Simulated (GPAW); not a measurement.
# NaHF2 (R-3m): the F K absorption edge

How does the F K edge of NaHF2 (R-3m) move when the bonds are compressed or stretched?

Method: X-ray absorption from dipole matrix elements to empty bands, plane-wave PAW LDA, in GPAW 26.7.0.

Report form: the programs' logs are mostly left out.

### Step 1. Set-up

It takes space group R-3m (No. 166, trigonal). Conventional cell: a = 3.474 Å, b = 3.474 Å, c = 13.750 Å, α = 90.00°, β = 90.00°, γ = 120.00°. Nearest to Na lie 6 F at 2.32 Å. F has 1 H at 1.13 Å and 3 Na at 2.32 Å nearest. Nearest to H lie 2 F at 1.13 Å. Farther neighbours and most contacts between anions are not listed.

### Step 2. The field without a hole

A plain self-consistent run shows whether there is a gap, which decides the set-up of the core-hole run.

File scf.py:

```python
import numpy as np
from ase import Atoms
from ase.parallel import parprint, paropen
from gpaw import GPAW, PW, FermiDirac, Mixer, MixerDif, setup_paths
from gpaw.test import gen
setup_paths.insert(0, '.')
gen('F', name='nch1s', xcname='LDA', corehole=(1, 0, 0), write_xml=True)
from gpaw.mpi import world
world.barrier()

atoms = Atoms('NaF2H',
    cell=[[1.737, 1.00285742, 4.58333333],
     [-1.737, 1.00285742, 4.58333333],
     [0, -2.00571484, 4.58333333]],
    scaled_positions=[[0, 0, 0],
     [0.5824, 0.5824, 0.5824],
     [0.4176, 0.4176, 0.4176],
     [0.5, 0.5, 0.5]],
    pbc=True)
atoms.calc = calc = GPAW(legacy_gpaw=True, mode=PW(500), xc='LDA', setups={1: 'nch1s'},
    kpts={'size': (8, 8, 8), 'gamma': True}, occupations=FermiDirac(0.05),
    charge=0, mixer=Mixer(0.1, 5, 50), maxiter=150,
    convergence={'density': 0.0001}, txt='scf.txt')
energy = atoms.get_potential_energy() + calc.get_reference_energy()
ef = calc.get_fermi_level()
out = dict(energy=energy, fermi=ef, forces=atoms.get_forces().tolist())
parprint(f'all-electron energy {energy:.4f} eV, Fermi level {ef:.4f} eV')
ev = np.array([[calc.get_eigenvalues(k, s) for k in range(len(calc.get_ibz_k_points()))] for s in range(calc.get_number_of_spins())])
out['homo'], out['lumo'], out['counts'] = ev[ev < ef].max(), ev[ev > ef].min(), sorted(set((ev < ef).sum((0, 2)).tolist()))
out['filled'] = (ev[:, 0] < ef).sum(1).tolist()
import json
with paropen('out.json', 'w') as f:
    json.dump(out, f)
```

Started as:

```console
OMP_NUM_THREADS=1 mpirun -n 2 gpaw python scf.py
```

It took 42 s on 2 MPI ranks of Arm Neoverse V2, shared host; peak memory 0.23 GiB.

The mesh shows a gap of 6.60 eV, so the hole is first treated in a charged cell, without the excited electron.

### Step 3. Reference energy of the supercell

The photon energy needs a difference of total energies, so the cell and mesh of the coming hole run are first run without a hole.

scf.py: that of step 2 with these lines changed.

```diff
@@ -10,13 +10,25 @@
 
-atoms = Atoms('NaF2H',
-    cell=[[1.737, 1.00285742, 4.58333333],
-     [-1.737, 1.00285742, 4.58333333],
-     [0, -2.00571484, 4.58333333]],
+atoms = Atoms('Na4F8H4',
+    cell=[[3.474, -2.00571484, 4.58333333],
+     [-3.474, -2.00571484, 4.58333333],
+     [0, -4.01142967, -4.58333333]],
     scaled_positions=[[0, 0, 0],
-     [0.5824, 0.5824, 0.5824],
-     [0.4176, 0.4176, 0.4176],
-     [0.5, 0.5, 0.5]],
+     [0.5, 0.5, 0],
+     [0, 0.5, 0.5],
+     [0.5, 0, 0.5],
+     [0.5824, 0.5824, 0.4176],
+     [0.0824, 0.0824, 0.4176],
+     [0.5824, 0.0824, 0.9176],
+     [0.0824, 0.5824, 0.9176],
+     [0.4176, 0.4176, 0.5824],
+     [0.9176, 0.9176, 0.5824],
+     [0.4176, 0.9176, 0.0824],
+     [0.9176, 0.4176, 0.0824],
+     [0.5, 0.5, 0.5],
+     [0, 0, 0.5],
+     [0.5, 0, 0],
+     [0, 0.5, 0]],
     pbc=True)
-atoms.calc = calc = GPAW(legacy_gpaw=True, mode=PW(500), xc='LDA', setups={1: 'nch1s'},
-    kpts={'size': (8, 8, 8), 'gamma': True}, occupations=FermiDirac(0.05),
+atoms.calc = calc = GPAW(legacy_gpaw=True, mode=PW(500), xc='LDA', setups={4: 'nch1s'},
+    kpts={'size': (3, 3, 3), 'gamma': True}, occupations=FermiDirac(0.02),
     charge=0, mixer=Mixer(0.1, 5, 50), maxiter=150,
```

It took 24 s on 2 MPI ranks; peak memory 0.3 GiB; 47 s of CPU time.

Reference energy: -39308.797 eV with the cores included.

### Step 4. Spectrum with FCH, F atom 2

The holes are 6.1 Å apart. In GPAW the data set carries the hole's charge, so charge=0 means a charged cell and charge=-1 a neutral one. The excited electron is left out and a uniform background balances the charge. After the field has converged, empty bands are computed with the density fixed and the dipole matrix elements are summed.

The absorber has 1 H at 1.13 Å and 3 Na at 2.32 Å (distorted tetrahedral, site symmetry 3m).

File xas.py:

```python
import numpy as np
from ase import Atoms
from ase.parallel import parprint, paropen
from gpaw import GPAW, PW, FermiDirac, Mixer, MixerDif, setup_paths
from gpaw.test import gen
setup_paths.insert(0, '.')
gen('F', name='fch1s', xcname='LDA', corehole=(1, 0, 1), write_xml=True)
from gpaw.mpi import world
world.barrier()

atoms = Atoms('Na4F8H4',
    cell=[[3.474, -2.00571484, 4.58333333],
     [-3.474, -2.00571484, 4.58333333],
     [0, -4.01142967, -4.58333333]],
    scaled_positions=[[0, 0, 0],
     [0.5, 0.5, 0],
     [0, 0.5, 0.5],
     [0.5, 0, 0.5],
     [0.5824, 0.5824, 0.4176],
     [0.0824, 0.0824, 0.4176],
     [0.5824, 0.0824, 0.9176],
     [0.0824, 0.5824, 0.9176],
     [0.4176, 0.4176, 0.5824],
     [0.9176, 0.9176, 0.5824],
     [0.4176, 0.9176, 0.0824],
     [0.9176, 0.4176, 0.0824],
     [0.5, 0.5, 0.5],
     [0, 0, 0.5],
     [0.5, 0, 0],
     [0, 0.5, 0]],
    pbc=True)
atoms.calc = calc = GPAW(legacy_gpaw=True, mode=PW(500), xc='LDA', setups={4: 'fch1s'},
    kpts={'size': (3, 3, 3), 'gamma': True}, occupations=FermiDirac(0.02),
    charge=0, mixer=Mixer(0.1, 5, 50), maxiter=150,
    convergence={'density': 0.0001}, txt='scf.txt')
energy = atoms.get_potential_energy() + calc.get_reference_energy()
ef = calc.get_fermi_level()
out = dict(energy=energy, fermi=ef, forces=atoms.get_forces().tolist())
parprint(f'all-electron energy {energy:.4f} eV, Fermi level {ef:.4f} eV')
ev = np.array([[calc.get_eigenvalues(k, s) for k in range(len(calc.get_ibz_k_points()))] for s in range(calc.get_number_of_spins())])
out['homo'], out['lumo'], out['counts'] = ev[ev < ef].max(), ev[ev > ef].min(), sorted(set((ev < ef).sum((0, 2)).tolist()))
out['filled'] = (ev[:, 0] < ef).sum(1).tolist()

from ase.units import Ha
from gpaw.xas import dipole_matrix_elements
nb = int(calc.get_number_of_electrons() / 2) + 117
top, nb = nb, nb + 8 + nb // 12
nscf = calc.fixed_density(kpts={'size': (4, 4, 4), 'gamma': True}, nbands=nb,
    convergence={'bands': top, 'eigenstates': 1e-5}, maxiter=60, txt='nscf.txt')
cell = atoms.cell.array
ops = [cell.T @ U.T @ np.linalg.inv(cell.T) for U in nscf.wfs.kd.symmetry.op_scc]
filled = [44]  # bands filled in the ground state, by spin
E = np.arange(-6, 34, 0.1)
fwhm = np.interp(E, [4, 25], [0.9, 3.5])
Y, X, zero, highest = 0, 0, 1e9, 1e9
for spin in range(nscf.get_number_of_spins()):
    wfs = nscf.wfs
    A = dipole_matrix_elements(wfs.setups[4])
    eps = np.zeros((wfs.kd.nibzkpts, nb))
    d = np.zeros((3, A.shape[1], wfs.kd.nibzkpts, nb), complex)
    for kpt in wfs.kpt_u:
        if kpt.s == spin and 4 in kpt.P_ani:
            eps[kpt.k] = kpt.eps_n * Ha
            d[:, :, kpt.k] = (kpt.weight * wfs.nspins / 2) ** 0.5 * np.inner(A, kpt.P_ani[4])
    world.sum(eps)
    world.sum(d)
    T = np.einsum('amkn,bmkn->abkn', d, d.conj()).real
    T = sum(np.einsum('ai,ijkn,bj->abkn', R, T, R) for R in ops) / len(ops)
    empty = np.ones_like(eps, bool) & (np.arange(nb) >= filled[spin])
    zero, highest = min(zero, eps[empty].min()), min(highest, eps[:, top - 1].min())
    lines = [(eps, T, empty)] if spin == 0 else lines + [(eps, T, empty)]
for eps, T, empty in lines:
    f = np.einsum('aakn->akn', T).reshape(3, -1)
    x = eps.ravel() - zero
    w = np.interp(x, E, fwhm) / 2.35482
    g = np.exp(-0.5 * ((E[:, None] - x) / w) ** 2) / (w * (2 * np.pi) ** 0.5)
    Y = Y + (f * empty.ravel()) @ g.T
    X = X + (f * ~empty.ravel()) @ g.T
out.update(E=E.round(2).tolist(), xas=Y.tolist(), xes=X.tolist(), zero=zero, valid=highest - zero, nk=len(eps), nb=nb)
for i in range(0, len(E), 10):
    parprint(f'{E[i]:7.2f}', *(f'{v:10.3e}' for v in Y[:, i]))
import json
with paropen('out.json', 'w') as f:
    json.dump(out, f)
```

Started as:

```console
OMP_NUM_THREADS=1 mpirun -n 2 gpaw python xas.py
```

Elapsed: 3.4 min, on 2 MPI ranks; peak memory 0.56 GiB.

The F K spectrum, F atom 2, full core hole (charged cell) (energy from the lowest empty level; intensity scaled to a mean of 1 over the first 20 eV; polarised curves are means over the symmetry-equivalent atoms):

| E (eV) | isotropic | ε ⊥ c | ε ∥ c |
| --- | --- | --- | --- |
| -2.0 | 0.00 | 0.00 | 0.00 |
| -1.4 | 0.00 | 0.00 | 0.00 |
| -0.8 | 0.00 | 0.00 | 0.00 |
| -0.2 | 0.01 | 0.00 | 0.02 |
| 0.4 | 0.05 | 0.02 | 0.12 |
| 1.0 | 0.16 | 0.05 | 0.38 |
| 1.6 | 0.26 | 0.09 | 0.61 |
| 2.2 | 0.42 | 0.40 | 0.47 |
| 2.8 | 0.95 | 0.97 | 0.91 |
| 3.4 | 1.54 | 1.45 | 1.71 |
| 4.0 | 1.98 | 1.87 | 2.21 |
| 4.6 | 2.24 | 1.75 | 3.23 |
| 5.2 | 1.52 | 1.28 | 2.01 |
| 5.8 | 1.34 | 1.09 | 1.85 |
| 6.4 | 2.13 | 1.04 | 4.32 |
| 7.0 | 2.58 | 1.10 | 5.52 |
| 7.6 | 2.03 | 1.00 | 4.10 |
| 8.2 | 1.36 | 0.84 | 2.41 |
| 8.8 | 0.84 | 0.66 | 1.18 |
| 9.4 | 0.54 | 0.50 | 0.63 |
| 10.0 | 0.52 | 0.52 | 0.53 |
| 10.6 | 0.63 | 0.68 | 0.54 |
| 11.2 | 0.78 | 0.90 | 0.53 |
| 11.8 | 0.96 | 1.18 | 0.51 |
| 12.4 | 1.05 | 1.33 | 0.51 |
| 13.0 | 0.92 | 1.14 | 0.49 |
| 13.6 | 0.69 | 0.80 | 0.46 |
| 14.2 | 0.55 | 0.60 | 0.45 |
| 14.8 | 0.55 | 0.62 | 0.43 |
| 15.4 | 0.65 | 0.77 | 0.40 |
| 16.0 | 0.78 | 0.99 | 0.37 |
| 16.6 | 0.90 | 1.16 | 0.37 |
| 17.2 | 0.95 | 1.22 | 0.41 |
| 17.8 | 0.92 | 1.15 | 0.46 |
| 18.4 | 0.85 | 1.02 | 0.49 |
| 19.0 | 0.76 | 0.90 | 0.50 |
| 19.6 | 0.69 | 0.79 | 0.48 |
| 20.2 | 0.64 | 0.73 | 0.47 |
| 20.8 | 0.62 | 0.70 | 0.46 |
| 21.4 | 0.62 | 0.70 | 0.47 |
| 22.0 | 0.62 | 0.69 | 0.47 |
| 22.6 | 0.61 | 0.68 | 0.47 |
| 23.2 | 0.61 | 0.67 | 0.49 |
| 23.8 | 0.62 | 0.68 | 0.52 |
| 24.4 | 0.66 | 0.71 | 0.56 |
| 25.0 | 0.71 | 0.76 | 0.61 |
| 25.6 | 0.76 | 0.81 | 0.66 |
| 26.2 | 0.80 | 0.85 | 0.70 |
| 26.8 | 0.83 | 0.88 | 0.74 |
| 27.4 | 0.84 | 0.87 | 0.77 |
| 28.0 | 0.83 | 0.84 | 0.80 |
| 28.6 | 0.81 | 0.79 | 0.84 |
| 29.2 | 0.78 | 0.74 | 0.86 |
| 29.8 | 0.74 | 0.68 | 0.86 |
| 30.4 | 0.70 | 0.64 | 0.83 |
| 31.0 | 0.66 | 0.60 | 0.76 |
| 31.6 | 0.61 | 0.57 | 0.68 |

Main maxima below 24 eV (height): 4.5 eV (2.27), 6.9 eV (2.59), 12.4 eV (1.05) and 17.3 eV (0.95). A K edge sees empty p states on the absorber.

The hole costs E(hole) − E(ground) = 688.36 eV, and the lowest empty level of the hole cell on the spectrum's mesh lies at 2.55 eV, which puts the zero at 690.91 eV. One term is added: -9.89 eV, since the hole is spin-paired here and a spin-polarised one costs that much less in the free atom (computed apart). The photon energy is then 681.02 eV. The functional and the charged cell's background leave an error in such absolute values: in the free atom LDA prices this hole 4.7 eV below PBE (computed apart), and PBE is itself good to a few eV.

### Step 5. Reference energy of the supercell

The cell and mesh change for the next run, so it gets a reference energy of its own.

The cell differs from the one that the last finished run ended in (a 6.091 → 5.967 Å, b 6.091 → 5.967 Å, c 6.091 → 5.967 Å).

scf.py: that of step 3 with these lines changed.

```diff
@@ -11,5 +11,5 @@
 atoms = Atoms('Na4F8H4',
-    cell=[[3.474, -2.00571484, 4.58333333],
-     [-3.474, -2.00571484, 4.58333333],
-     [0, -4.01142967, -4.58333333]],
+    cell=[[3.40308214, -1.96477039, 4.48976966],
+     [-3.40308214, -1.96477039, 4.48976966],
+     [0, -3.92954078, -4.48976966]],
     scaled_positions=[[0, 0, 0],
@@ -32,3 +32,3 @@
 atoms.calc = calc = GPAW(legacy_gpaw=True, mode=PW(500), xc='LDA', setups={4: 'nch1s'},
-    kpts={'size': (3, 3, 3), 'gamma': True}, occupations=FermiDirac(0.02),
+    kpts={'size': (4, 4, 4), 'gamma': True}, occupations=FermiDirac(0.02),
     charge=0, mixer=Mixer(0.1, 5, 50), maxiter=150,
```

Started as:

```console
OMP_NUM_THREADS=1 mpirun -n 2 gpaw python scf.py
```

It took 47 s on 2 MPI ranks; peak memory 0.34 GiB.

Reference energy: -39308.817 eV with the cores included.

### Step 6. Spectrum with FCH, F atom 2

Shorter bonds are expected to push antibonding states and scattering resonances up, and longer ones down; the cell is scaled to test that.

Changed against the first core-hole run: volume scale from 1 to 0.94; the field's mesh follows (3×3×3 to 4×4×4).

xas.py: that of step 4 with these lines changed.

```diff
@@ -11,5 +11,5 @@
 atoms = Atoms('Na4F8H4',
-    cell=[[3.474, -2.00571484, 4.58333333],
-     [-3.474, -2.00571484, 4.58333333],
-     [0, -4.01142967, -4.58333333]],
+    cell=[[3.40308214, -1.96477039, 4.48976966],
+     [-3.40308214, -1.96477039, 4.48976966],
+     [0, -3.92954078, -4.48976966]],
     scaled_positions=[[0, 0, 0],
@@ -32,3 +32,3 @@
 atoms.calc = calc = GPAW(legacy_gpaw=True, mode=PW(500), xc='LDA', setups={4: 'fch1s'},
-    kpts={'size': (3, 3, 3), 'gamma': True}, occupations=FermiDirac(0.02),
+    kpts={'size': (4, 4, 4), 'gamma': True}, occupations=FermiDirac(0.02),
     charge=0, mixer=Mixer(0.1, 5, 50), maxiter=150,
@@ -45,3 +45,3 @@
 from gpaw.xas import dipole_matrix_elements
-nb = int(calc.get_number_of_electrons() / 2) + 117
+nb = int(calc.get_number_of_electrons() / 2) + 110
 top, nb = nb, nb + 8 + nb // 12
```

Started as:

```console
OMP_NUM_THREADS=1 mpirun -n 2 gpaw python xas.py
```

Wall time 3.6 min (2 MPI ranks); peak memory 0.58 GiB; 7.2 min of CPU time.

| E (eV) | first run | this run |
| --- | --- | --- |
| -2.0 | 0.00 | 0.00 |
| -1.0 | 0.00 | 0.00 |
| 0.0 | 0.02 | 0.01 |
| 1.0 | 0.16 | 0.13 |
| 2.0 | 0.32 | 0.28 |
| 3.0 | 1.11 | 1.00 |
| 4.0 | 1.98 | 1.89 |
| 5.0 | 1.80 | 1.83 |
| 6.0 | 1.54 | 1.13 |
| 7.0 | 2.58 | 2.40 |
| 8.0 | 1.57 | 2.17 |
| 9.0 | 0.71 | 1.02 |
| 10.0 | 0.52 | 0.53 |
| 11.0 | 0.72 | 0.71 |
| 12.0 | 1.01 | 0.94 |
| 13.0 | 0.92 | 1.02 |
| 14.0 | 0.58 | 0.69 |
| 15.0 | 0.58 | 0.53 |
| 16.0 | 0.78 | 0.65 |
| 17.0 | 0.94 | 0.86 |
| 18.0 | 0.90 | 0.93 |
| 19.0 | 0.76 | 0.84 |
| 20.0 | 0.66 | 0.71 |
| 21.0 | 0.62 | 0.63 |
| 22.0 | 0.62 | 0.61 |
| 23.0 | 0.61 | 0.60 |
| 24.0 | 0.63 | 0.59 |
| 25.0 | 0.71 | 0.63 |
| 26.0 | 0.79 | 0.71 |
| 27.0 | 0.83 | 0.79 |
| 28.0 | 0.83 | 0.82 |
| 29.0 | 0.79 | 0.81 |
| 30.0 | 0.73 | 0.77 |
| 31.0 | 0.66 | 0.72 |
| 32.0 | 0.58 | 0.64 |

Against the first run the r.m.s. difference is 17 %. A shift of +0.4 eV leaves 10 %. The highest intensity below 16 eV goes from 6.9 eV (2.59) to 7.4 eV (2.61).

The photon energy of the zero moves by +0.25 eV.

### Step 7. Reference energy of the supercell

The cell changes for the next run, so it gets a reference energy of its own.

The cell differs from the one that the last finished run ended in (a 5.967 → 6.029 Å, b 5.967 → 6.029 Å, c 5.967 → 6.029 Å).

scf.py: that of step 5 with these lines changed.

```diff
@@ -11,5 +11,5 @@
 atoms = Atoms('Na4F8H4',
-    cell=[[3.40308214, -1.96477039, 4.48976966],
-     [-3.40308214, -1.96477039, 4.48976966],
-     [0, -3.92954078, -4.48976966]],
+    cell=[[3.43890669, -1.9854537, 4.53703387],
+     [-3.43890669, -1.9854537, 4.53703387],
+     [0, -3.97090741, -4.53703387]],
     scaled_positions=[[0, 0, 0],
```

Started as:

```console
OMP_NUM_THREADS=1 mpirun -n 2 gpaw python scf.py
```

Elapsed: 51 s, on 2 MPI ranks; peak memory 0.35 GiB; 1.7 min of CPU time.

Reference energy: -39308.839 eV with the cores included.

### Step 8. Spectrum with FCH, F atom 2

Changed against the first core-hole run: volume scale from 1 to 0.97; the field's mesh follows (3×3×3 to 4×4×4).

xas.py: that of step 6 with these lines changed.

```diff
@@ -11,5 +11,5 @@
 atoms = Atoms('Na4F8H4',
-    cell=[[3.40308214, -1.96477039, 4.48976966],
-     [-3.40308214, -1.96477039, 4.48976966],
-     [0, -3.92954078, -4.48976966]],
+    cell=[[3.43890669, -1.9854537, 4.53703387],
+     [-3.43890669, -1.9854537, 4.53703387],
+     [0, -3.97090741, -4.53703387]],
     scaled_positions=[[0, 0, 0],
@@ -45,3 +45,3 @@
 from gpaw.xas import dipole_matrix_elements
-nb = int(calc.get_number_of_electrons() / 2) + 110
+nb = int(calc.get_number_of_electrons() / 2) + 113
 top, nb = nb, nb + 8 + nb // 12
```

Started as:

```console
OMP_NUM_THREADS=1 mpirun -n 2 gpaw python xas.py
```

Wall time 3.8 min (2 MPI ranks); peak memory 0.6 GiB; 7.5 min of CPU time.

| E (eV) | first run | this run |
| --- | --- | --- |
| -2.0 | 0.00 | 0.00 |
| -1.0 | 0.00 | 0.00 |
| 0.0 | 0.02 | 0.02 |
| 1.0 | 0.16 | 0.15 |
| 2.0 | 0.32 | 0.30 |
| 3.0 | 1.11 | 1.05 |
| 4.0 | 1.98 | 1.93 |
| 5.0 | 1.80 | 1.83 |
| 6.0 | 1.54 | 1.31 |
| 7.0 | 2.58 | 2.57 |
| 8.0 | 1.57 | 1.86 |
| 9.0 | 0.71 | 0.83 |
| 10.0 | 0.52 | 0.52 |
| 11.0 | 0.72 | 0.72 |
| 12.0 | 1.01 | 0.97 |
| 13.0 | 0.92 | 0.98 |
| 14.0 | 0.58 | 0.63 |
| 15.0 | 0.58 | 0.55 |
| 16.0 | 0.78 | 0.72 |
| 17.0 | 0.94 | 0.91 |
| 18.0 | 0.90 | 0.92 |
| 19.0 | 0.76 | 0.80 |
| 20.0 | 0.66 | 0.68 |
| 21.0 | 0.62 | 0.62 |
| 22.0 | 0.62 | 0.61 |
| 23.0 | 0.61 | 0.60 |
| 24.0 | 0.63 | 0.61 |
| 25.0 | 0.71 | 0.67 |
| 26.0 | 0.79 | 0.75 |
| 27.0 | 0.83 | 0.82 |
| 28.0 | 0.83 | 0.83 |
| 29.0 | 0.79 | 0.80 |
| 30.0 | 0.73 | 0.75 |
| 31.0 | 0.66 | 0.69 |
| 32.0 | 0.58 | 0.61 |

The scaled spectrum changes by 9 % r.m.s. The highest intensity below 16 eV goes from 6.9 eV (2.59) to 7.1 eV (2.60).

The photon energy of the zero moves by +0.12 eV.

### Step 9. Reference energy of the supercell

The cell differs from the one that the last finished run ended in (a 6.029 → 6.268 Å, b 6.029 → 6.268 Å, c 6.029 → 6.268 Å).

scf.py: that of step 7 with these lines changed.

```diff
@@ -11,5 +11,5 @@
 atoms = Atoms('Na4F8H4',
-    cell=[[3.43890669, -1.9854537, 4.53703387],
-     [-3.43890669, -1.9854537, 4.53703387],
-     [0, -3.97090741, -4.53703387]],
+    cell=[[3.57524093, -2.06416631, 4.71690297],
+     [-3.57524093, -2.06416631, 4.71690297],
+     [0, -4.12833263, -4.71690297]],
     scaled_positions=[[0, 0, 0],
@@ -32,3 +32,3 @@
 atoms.calc = calc = GPAW(legacy_gpaw=True, mode=PW(500), xc='LDA', setups={4: 'nch1s'},
-    kpts={'size': (4, 4, 4), 'gamma': True}, occupations=FermiDirac(0.02),
+    kpts={'size': (3, 3, 3), 'gamma': True}, occupations=FermiDirac(0.02),
     charge=0, mixer=Mixer(0.1, 5, 50), maxiter=150,
```

Started as:

```console
OMP_NUM_THREADS=1 mpirun -n 2 gpaw python scf.py
```

The job ended after 35 s (2 MPI ranks; peak memory 0.31 GiB; 70 s of CPU time).

Reference energy: -39308.393 eV with the cores included.

(Part 1 of 2 ends here.)

[Logs are printed without paths, hosts, clocks, repeated set-up lines and the standing remarks that a program may print on its own settings, such as how far it seeks lower states.]

[Hosts, paths, dates, database ids (printed as entryN), source tags and the programs' standing remarks are cut or masked in the printed files.]

[Lists of maxima count a maximum above −3 eV only where it reaches 4 % of the highest in the window and stands out from its surroundings by 2 % of it (1.5 % where it reaches 55 %); shoulders and weaker maxima are passed over, and of the rest the first, up to two pre-edge ones and the few strongest are named.]
